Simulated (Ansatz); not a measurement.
# A hypothetical structure for RbZnCl3

This structure for RbZnCl3 is made up. Its elements were placed in a known structure type with a cell scaled to their sizes. What cell does the guess relax to, and how far off was it?

Calculated with Ansatz 0.2.0; DFT, PBE, plane-wave PAW, files of the set soft_1, scalar-relativistic, no spin, cell and ions relaxed at zero pressure; PAW set soft_1, in the first sound run; inputs show where later runs differ.

## Step 1: The structure

Symmetry: Pm-3m, No. 221, cubic system. The conventional cell has a = 5.049 Å, b = 5.049 Å, c = 5.049 Å, α = 90.00°, β = 90.00°, γ = 90.00°. Nearest to Rb lie 12 Cl at 3.57 Å. Zn has 6 Cl at 2.52 Å nearest. Nearest to Cl lie 2 Zn at 2.52 Å and 4 Rb at 3.57 Å. Farther neighbours and most contacts between anions are not listed.

## Step 2: Relaxation of the guess

The guessed cell has no reason to be at equilibrium. It is relaxed with the atoms, within the space group of the guess.

File input.yaml:

```yaml
crystal:
  lattice:
    - [5.049, 0.0, 0.0]
    - [0.0, 5.049, 0.0]
    - [0.0, 0.0, 5.049]
  atoms:
    - { symbol: Rb, position: [0.0, 0.0, 0.0] }
    - { symbol: Zn, position: [0.5, 0.5, 0.5] }
    - { symbol: Cl, position: [0.5, 0.0, 0.5] }
    - { symbol: Cl, position: [0.0, 0.5, 0.5] }
    - { symbol: Cl, position: [0.5, 0.5, 0.0] }
kpoints:
  mp_grid: { grid: [5, 5, 5] }
scf:
  occupations: { method: fermi_dirac, width: 0.05 }
hamiltonian:
  xc: pbe
  pseudopotentials: { kind: paw, azcp: { folder: soft_1 } }
relax:
  f_tol: 0.015
  max_steps: 70
  cell: {}
output:
  forces: true
  stress: true
```

The run is started by

```console
ansatz run input.yaml --threads 4 --pin off --max-ram 8192MiB --backend cpu --events-out ev --progress --plain --runs-dir out
```

Numbers of over 12 decimals in the logs are rounded to 6 here.

The log of the run:

```text
Engine: ansatz 0.2.0, aarch64-unknown-linux-gnu
Pseudopotentials: kind: paw
Pseudopotential: Rb, paw, valence charge 9, recommended cutoff 420 eV (normal), soft_1/Rb.paw.azcp
Pseudopotential: Zn, paw, valence charge 12, recommended cutoff 420 eV (normal), soft_1/Zn.paw.azcp
Pseudopotential: Cl, paw, valence charge 7, recommended cutoff 420 eV (normal), soft_1/Cl.paw.azcp
Functional definition: PBE
  parameter kappa = 0.804
  parameter beta = 0.066725
  exchange = pbe_x(kappa = kappa, mu = beta*pi^2/3)
  correlation = pbe_c(beta = beta)
Crystal: 5 atoms, lattice volume = 128.711 Å³
Basis set: ecut = 420 eV, 2517 PW (Γ), exchange–correlation on 72×72×72 points (8 copies of the dense FFT grid, shifted against one another)
Bands: 26, of which v1, the nominal top of the filled ones, is band 21 counted from 1 (20 counted from 0)
Symmetry: 48 space group operations
Space group: Pm-3m (ITA 221), of the structure as read, at distance tolerance 5.0e-5 Å
k-points: 10 of 125
Non-local potential: Rb, projectors of the file, l = 0: 3, l = 1: 2, l = 2: 2
Non-local potential: Zn, projectors of the file, l = 0: 2, l = 1: 2, l = 2: 3, l = 3: 1
Non-local potential: Cl, projectors of the file, l = 0: 2, l = 1: 2, l = 2: 1
PAW form: soft (Blöchl's): semilocal exchange-correlation on the pseudo side does not see the compensation charge
PAW one-centre angular grid: Rb, 110 points (default); XC on 64 Gauss nodes
PAW one-centre angular grid: Zn, 590 points (default); XC on 64 Gauss nodes
PAW one-centre angular grid: Cl, 110 points (default); XC on 64 Gauss nodes
Initial density: superposition of atomic densities (chi_scale 0.1, normalization cell, long waves kept (reshape's long-wave potential 0.00 eV rms))
Initial wavefunctions: pseudopotential atomic-orbital guess
Functional: x = pbe(κ = 0.804, μ = 0.219515), c = pbe(β = 0.066725)
SCF iter   1: F=—  HF=-9833.813192 eV  |F-HF|=—  |Δ(HF+E_count)|=         —  Δρ=5.96e-2  dr2=4.13e0  ethr=3.10e-3  ⟨swp⟩=7.9  Hψ=1446  notcnv=0
preconditioner: auto → Resta (q_TF=auto, 2.264 Å⁻¹)  ε∞=3.8  [insulator: Δε(μ)=1.199 eV  Ē_g=12.473 eV  σ=0.050 eV  W_gap=1.00  n_scr=26 (ndim 8)  ℏωp=20.7 eV  f_vac=0.002  D(μ)=0.00/eV (n_scr^D=0)  ε∞_Penn≈3.8]
SCF iter   2: F=—  HF=-9832.433307 eV  |F-HF|=—  |Δ(HF+E_count)|=    1.38e0  Δρ=1.45e-2  dr2=7.16e-1  ethr=3.10e-3  ⟨swp⟩=3.0  Hψ=590  notcnv=0  defer=9
SCF iter   3: F=—  HF=-9832.111772 eV  |F-HF|=—  |Δ(HF+E_count)|=   3.22e-1  Δρ=1.11e-2  dr2=2.43e-1  ethr=1.70e-3  ⟨swp⟩=3.0  Hψ=559  notcnv=0  defer=9
SCF iter   4: F=—  HF=-9832.016027 eV  |F-HF|=—  |Δ(HF+E_count)|=   9.57e-2  Δρ=5.23e-3  dr2=4.55e-2  ethr=5.79e-4  ⟨swp⟩=3.0  Hψ=578  notcnv=0  defer=9
SCF iter   5: F=—  HF=-9832.003880 eV  |F-HF|=—  |Δ(HF+E_count)|=   1.21e-2  Δρ=1.23e-3  dr2=2.03e-3  ethr=1.08e-4  ⟨swp⟩=4.6  Hψ=533  notcnv=0  defer=9
SCF iter   6: F=—  HF=-9832.003884 eV  |F-HF|=—  |Δ(HF+E_count)|=   3.59e-6  Δρ=5.82e-4  dr2=2.72e-4  ethr=4.84e-6  ⟨swp⟩=2.1  Hψ=488  notcnv=0  defer=9
SCF iter   7: F=—  HF=-9832.004037 eV  |F-HF|=—  |Δ(HF+E_count)|=   1.53e-4  Δρ=1.36e-4  dr2=1.20e-5  ethr=6.48e-7  ⟨swp⟩=2.2  Hψ=423  notcnv=0  defer=9
SCF iter   8: F=—  HF=-9832.004096 eV  |F-HF|=—  |Δ(HF+E_count)|=   5.95e-5  Δρ=3.92e-5  dr2=9.14e-7  ethr=2.85e-8  ⟨swp⟩=2.3  Hψ=438  notcnv=0  defer=9
SCF iter   9: F=-9832.004097 eV  HF=-9832.004097 eV  |F-HF|=4.70e-9  |Δ(HF+E_count)|=   7.19e-7  Δρ=3.29e-6  dr2=8.84e-9  ethr=2.38e-10  ⟨swp⟩=3.9  Hψ=1217  notcnv=0
SCF 1 converged in 9 iterations: F = -9832.004097 eV  dr2 = 8.84e-9
  greatest PAW one-centre occupation: 0.988 electrons in one spin orbital (limit 2), on the Zn atom at site 1 (counted from 0), in its partial waves of l = 2
relax step   1: F+E_penalty+E_count = -9832.00409680 eV  Δ(F+E_penalty+E_count) = +0.000e0 eV  max|allowed force component| = 2.637e-29 eV/Å  Δτ_max = 0.0000 Å  P = -0.809 GPa  Ω = 128.711 Å³  (9 SCF iters, dr2 threshold 1.00e-7 eV, accepted)
Crystal: 5 atoms, lattice volume = 126.738 Å³
Initial density: handed on by an earlier stage of this run
Initial wavefunctions: those handed on with the density
iter 1 solved again at ethr=1.56e-6 eV; its pass at ethr=3.10e-3 eV (dr2=6.56e-4 eV) is discarded
SCF iter   1: F=—  HF=-9832.011641 eV  |F-HF|=—  |Δ(HF+E_count)|=         —  Δρ=5.93e-4  dr2=6.11e-4  ethr=1.56e-6  ⟨swp⟩=2.1  Hψ=1545  notcnv=0
preconditioner: auto → Resta (q_TF=auto, 2.270 Å⁻¹)  ε∞=3.9  [insulator: Δε(μ)=1.427 eV  Ē_g=12.355 eV  σ=0.050 eV  W_gap=1.00  n_scr=26 (ndim 8)  ℏωp=20.9 eV  f_vac=0.028  D(μ)=0.00/eV (n_scr^D=0)  ε∞_Penn≈3.9]
SCF iter   2: F=—  HF=-9832.011455 eV  |F-HF|=—  |Δ(HF+E_count)|=   1.87e-4  Δρ=2.49e-4  dr2=1.28e-4  ethr=1.45e-6  ⟨swp⟩=2.2  Hψ=352  notcnv=0
SCF iter   3: F=—  HF=-9832.011448 eV  |F-HF|=—  |Δ(HF+E_count)|=   6.83e-6  Δρ=1.52e-4  dr2=5.28e-5  ethr=3.06e-7  ⟨swp⟩=2.2  Hψ=370  notcnv=0
SCF iter   4: F=—  HF=-9832.011431 eV  |F-HF|=—  |Δ(HF+E_count)|=   1.65e-5  Δρ=7.95e-5  dr2=7.92e-6  ethr=1.26e-7  ⟨swp⟩=2.2  Hψ=403  notcnv=0
SCF iter   5: F=-9832.011431 eV  HF=-9832.011431 eV  |F-HF|=3.82e-8  |Δ(HF+E_count)|=   5.89e-7  Δρ=1.03e-5  dr2=1.91e-7  ethr=1.19e-9  ⟨swp⟩=4.2  Hψ=1294  notcnv=0
SCF 2 converged in 5 iterations: F = -9832.011431 eV  dr2 = 1.91e-7
relax step   2: F+E_penalty+E_count = -9832.01143069 eV  Δ(F+E_penalty+E_count) = -7.334e-3 eV  max|allowed force component| = 1.363e-29 eV/Å  Δτ_max = 0.0000 Å  P = -0.310 GPa  Ω = 126.738 Å³  energy of the carried Pulay correction = +3.924e-4 eV  (5 SCF iters, dr2 threshold 5.00e-7 eV, accepted)
Crystal: 5 atoms, lattice volume = 125.545 Å³
iter 1 solved again at ethr=1.02e-6 eV; its pass at ethr=3.10e-3 eV (dr2=4.29e-4 eV) is discarded
SCF iter   1: F=—  HF=-9832.012841 eV  |F-HF|=—  |Δ(HF+E_count)|=         —  Δρ=3.61e-4  dr2=2.25e-4  ethr=1.02e-6  ⟨swp⟩=2.6  Hψ=1410  notcnv=0
preconditioner: auto → Resta (q_TF=auto, 2.273 Å⁻¹)  ε∞=3.9  [insulator: Δε(μ)=1.466 eV  Ē_g=12.388 eV  σ=0.050 eV  W_gap=1.00  n_scr=26 (ndim 8)  ℏωp=21.0 eV  f_vac=0.028  D(μ)=0.00/eV (n_scr^D=0)  ε∞_Penn≈3.9]
SCF iter   2: F=—  HF=-9832.012807 eV  |F-HF|=—  |Δ(HF+E_count)|=   3.34e-5  Δρ=1.50e-4  dr2=5.05e-5  ethr=5.37e-7  ⟨swp⟩=2.0  Hψ=328  notcnv=0
SCF iter   3: F=—  HF=-9832.012789 eV  |F-HF|=—  |Δ(HF+E_count)|=   1.88e-5  Δρ=9.61e-5  dr2=1.98e-5  ethr=1.20e-7  ⟨swp⟩=2.0  Hψ=350  notcnv=0
SCF iter   4: F=—  HF=-9832.012783 eV  |F-HF|=—  |Δ(HF+E_count)|=   5.99e-6  Δρ=4.95e-5  dr2=3.01e-6  ethr=4.70e-8  ⟨swp⟩=2.1  Hψ=392  notcnv=0
SCF iter   5: F=-9832.012783 eV  HF=-9832.012783 eV  |F-HF|=1.54e-8  |Δ(HF+E_count)|=   1.46e-7  Δρ=6.32e-6  dr2=6.79e-8  ethr=5.71e-10  ⟨swp⟩=4.4  Hψ=1278  notcnv=0
SCF 3 converged in 5 iterations: F = -9832.012783 eV  dr2 = 6.79e-8
relax step   3: F+E_penalty+E_count = -9832.01278253 eV  Δ(F+E_penalty+E_count) = -1.352e-3 eV  max|allowed force component| = 6.521e-30 eV/Å  Δτ_max = 0.0000 Å  P = +0.015 GPa  Ω = 125.545 Å³  energy of the carried Pulay correction = +6.345e-4 eV  (5 SCF iters, dr2 threshold 2.40e-7 eV, accepted)
Initial wavefunctions: pseudopotential atomic-orbital guess (no wavefunctions were taken with the density)
iter 1 solved again at ethr=1.73e-7 eV; its pass at ethr=3.10e-3 eV (dr2=7.26e-5 eV) is discarded
SCF iter   1: F=—  HF=-9832.012165 eV  |F-HF|=—  |Δ(HF+E_count)|=         —  Δρ=4.17e-5  dr2=8.69e-7  ethr=1.73e-7  ⟨swp⟩=4.0  Hψ=2271  notcnv=0
preconditioner: auto → Resta (q_TF=auto, 2.273 Å⁻¹)  ε∞=3.9  [insulator: Δε(μ)=1.472 eV  Ē_g=12.385 eV  σ=0.050 eV  W_gap=1.00  n_scr=26 (ndim 8)  ℏωp=21.0 eV  f_vac=0.028  D(μ)=0.00/eV (n_scr^D=0)  ε∞_Penn≈3.9]
SCF iter   2: F=—  HF=-9832.012198 eV  |F-HF|=—  |Δ(HF+E_count)|=   3.34e-5  Δρ=5.90e-5  dr2=2.04e-6  ethr=2.07e-9  ⟨swp⟩=2.0  Hψ=439  notcnv=0
SCF iter   3: F=—  HF=-9832.012198 eV  |F-HF|=—  |Δ(HF+E_count)|=   1.04e-7  Δρ=6.94e-6  dr2=2.52e-8  ethr=2.07e-9  ⟨swp⟩=2.0  Hψ=354  notcnv=0
SCF iter   4: F=—  HF=-9832.012198 eV  |F-HF|=—  |Δ(HF+E_count)|=   1.96e-7  Δρ=2.52e-6  dr2=3.58e-9  ethr=6.00e-11  ⟨swp⟩=2.1  Hψ=421  notcnv=0
SCF iter   5: F=—  HF=-9832.012198 eV  |F-HF|=—  |Δ(HF+E_count)|=   1.01e-8  Δρ=4.81e-7  dr2=4.27e-10  ethr=8.52e-12  ⟨swp⟩=2.0  Hψ=382  notcnv=0
SCF iter   6: F=—  HF=-9832.012198 eV  |F-HF|=—  |Δ(HF+E_count)|=  1.15e-10  Δρ=2.07e-7  dr2=5.34e-11  ethr=1.02e-12  ⟨swp⟩=2.0  Hψ=430  notcnv=0
SCF iter   7: F=-9832.012198 eV  HF=-9832.012198 eV  |F-HF|=0.00e0  |Δ(HF+E_count)|=  1.82e-11  Δρ=3.26e-8  dr2=6.10e-13  ethr=1.00e-12  ⟨swp⟩=4.3  Hψ=938  notcnv=0
SCF 4 converged in 7 iterations: F = -9832.012198 eV  dr2 = 6.10e-13
relax step   4: F+E_penalty+E_count = -9832.01219780 eV  Δ(F+E_penalty+E_count) = +5.847e-4 eV  max|allowed force component| = 4.733e-30 eV/Å  Δτ_max = 0.0000 Å  P = +0.014 GPa  Ω = 125.545 Å³  stress off target by 1.44e-2 GPa  SCF on the basis re-selected at this cell (its energy is not comparable with the rows above)  (7 SCF iters)
basis re-selected at this cell: Δ(F+E_penalty+E_count) = +5.847e-4 eV, ΔP = -0.001 GPa vs the last step (what re-selecting the basis moved, of the pressure what is left beyond the Pulay correction that the steps carried, after the strain that the cell walked since its last selection, with what the two solves' SCF thresholds leave and, on support functions, any second-order correction that the steps lacked; it is no m [...]
SCF converged after 7 iterations
Free energy (F): -9832.012198 eV
Harris-Foulkes:  -9832.012198 eV  (|F-HF|=0.00e0)
Internal energy: -9832.012198 eV  (E = F + TS)
E sigma→0 (E₀):  -9832.012198 eV
Entropy (-TS):   -0.000000 eV (-0.000 meV/atom)
Fermi energy:    3.664617 eV
--- Per-component energies (eV) ---
  E_band       = -132.671412
  E_kinetic    = 784.832892
  E_local      = -3576.903220  (includes V_loc(G=0)·N_el)
  E_nonlocal   = 1106.135352
  E_hartree    = 1277.953460
  E_xc         = -524.638928
  E_vxc        = -529.380131  (∫ρ·V_xc dr)
  E_paw        = -6500.297518  (= ΣΔE_a)
  E_vpaw       = -473.263218  (= ΣTr[D̂ρ^β])
  E_aug_tail   = 0.000003  (compensation charges beyond the density's cutoff)
  E_ewald      = -2399.094240
  E_smearing   = -0.000000  (= −TS)
  E_closure    = 0.000000  (closes the sum)
  Σ components = -9832.012198   (vs F -9832.012198, Δ=0.00e0)
--- Forces (eV/Å), atoms counted from 1 ---
  atom   1  Rb    -0.00000000     0.00000000    -0.00000000
  atom   2  Zn    -0.00000000     0.00000000     0.00000000
  atom   3  Cl     0.00000000    -0.00000000     0.00000000
  atom   4  Cl     0.00000000     0.00000000    -0.00000000
  atom   5  Cl    -0.00000000    -0.00000000     0.00000000
  max |Σ_I F_I| component: 7.89e-30 eV/Å
--- Stress (GPa, compression-positive) ---
        0.014409      -0.000000       0.000000
       -0.000000       0.014409       0.000000
        0.000000       0.000000       0.014409
  P = ⅓ Tr σ = 0.0144 GPa (0.144 kbar)
--- Relaxed structure (3 steps of the walk, 3 accepted, 1 SCFs on fresh bases) ---
  F+E_penalty+E_count = -9832.01219780 eV   max|allowed force component| = 4.733e-30 eV/Å   (the final SCF, on the basis selected at the relaxed cell)
  cell:  # Å, volume = 125.5451 Å³
    - [5.007258, 0, 0]
    - [0, 5.007258, 0.0]
    - [0, 0.0, 5.007258]
  atoms:
    - { symbol: Rb, position: [0, 0, 0] }
    - { symbol: Zn, position: [0.5, 0.5, 0.5] }
    - { symbol: Cl, position: [0.5, 0, 0.5] }
    - { symbol: Cl, position: [0, 0.5, 0.5] }
    - { symbol: Cl, position: [0.5, 0.5, 0] }
```

The job ended after 2.9 s (4 threads of Arm Neoverse V1, shared host; peak memory 0.46 GiB).

Step by step:

| step | energy less that of the first step (eV) | largest force component (eV/Å) | pressure (GPa) | volume (Å³) |
| --- | --- | --- | --- | --- |
| 1 | 0.0000 | 0.0000 | -0.81 | 128.71 |
| 2 | -0.0073 | 0.0000 | -0.31 | 126.74 |
| 3 | -0.0087 | 0.0000 | 0.01 | 125.55 |
| 4* | -0.0081 | 0.0000 | 0.01 | 125.55 |

Relaxation steps marked * repeat the geometry before them on a plane-wave basis chosen anew for their cell, so energy and pressure can jump there.

Forces are held to the 48 operations that the run works with; a distortion that breaks them can't arise in this run.

| conventional cell, symmetrised | before | after | change |
| --- | --- | --- | --- |
| a (Å) | 5.049 | 5.007 | -0.8 % |
| b (Å) | 5.049 | 5.007 | -0.8 % |
| c (Å) | 5.049 | 5.007 | -0.8 % |
| volume (Å³/atom) | 25.74 | 25.11 | -2.5 % |

The relaxed structure:

```cif
data_structure
_symmetry_space_group_name_H-M 'P 1'
_symmetry_Int_Tables_number 1
_cell_length_a 5.0073
_cell_length_b 5.0073
_cell_length_c 5.0073
_cell_angle_alpha 90.000
_cell_angle_beta 90.000
_cell_angle_gamma 90.000
_cell_volume 125.55
loop_
_atom_site_label
_atom_site_type_symbol
_atom_site_fract_x
_atom_site_fract_y
_atom_site_fract_z
_atom_site_occupancy
Rb1 Rb 0.00000 0.00000 0.00000 1
Zn2 Zn 0.50000 0.50000 0.50000 1
Cl3 Cl 0.50000 0.00000 0.50000 1
Cl4 Cl 0.00000 0.50000 0.50000 1
Cl5 Cl 0.50000 0.50000 0.00000 1
```

Numbers from this step:

* free energy: -9832.0122 eV
* Fermi energy: 3.665 eV
* gap by band count: 1.472 eV
* electrons: 42
* symmetry operations: 48
* pressure: 0.01441 GPa

Shortest distances by pair of elements, guess and relaxed (not always the same contact):

| pair | guess (Å) | relaxed (Å) |
| --- | --- | --- |
| Cl–Zn | 2.525 | 2.504 |
| Cl–Rb | 3.570 | 3.541 |
| Cl–Cl | 3.570 | 3.541 |
| Rb–Zn | 4.373 | 4.336 |
| Rb–Rb | 5.049 | 5.007 |

The relaxation ends with a pressure of 0.01 GPa.

(Part 1 of 2 ends here.)

[Logs are printed without paths, hosts, clocks, repeated set-up lines and the standing remarks that a program may print on its own settings, such as how far it seeks lower states.]

[Hosts, paths, dates, database ids (printed as entryN), source tags and the programs' standing remarks are cut or masked in the printed files.]
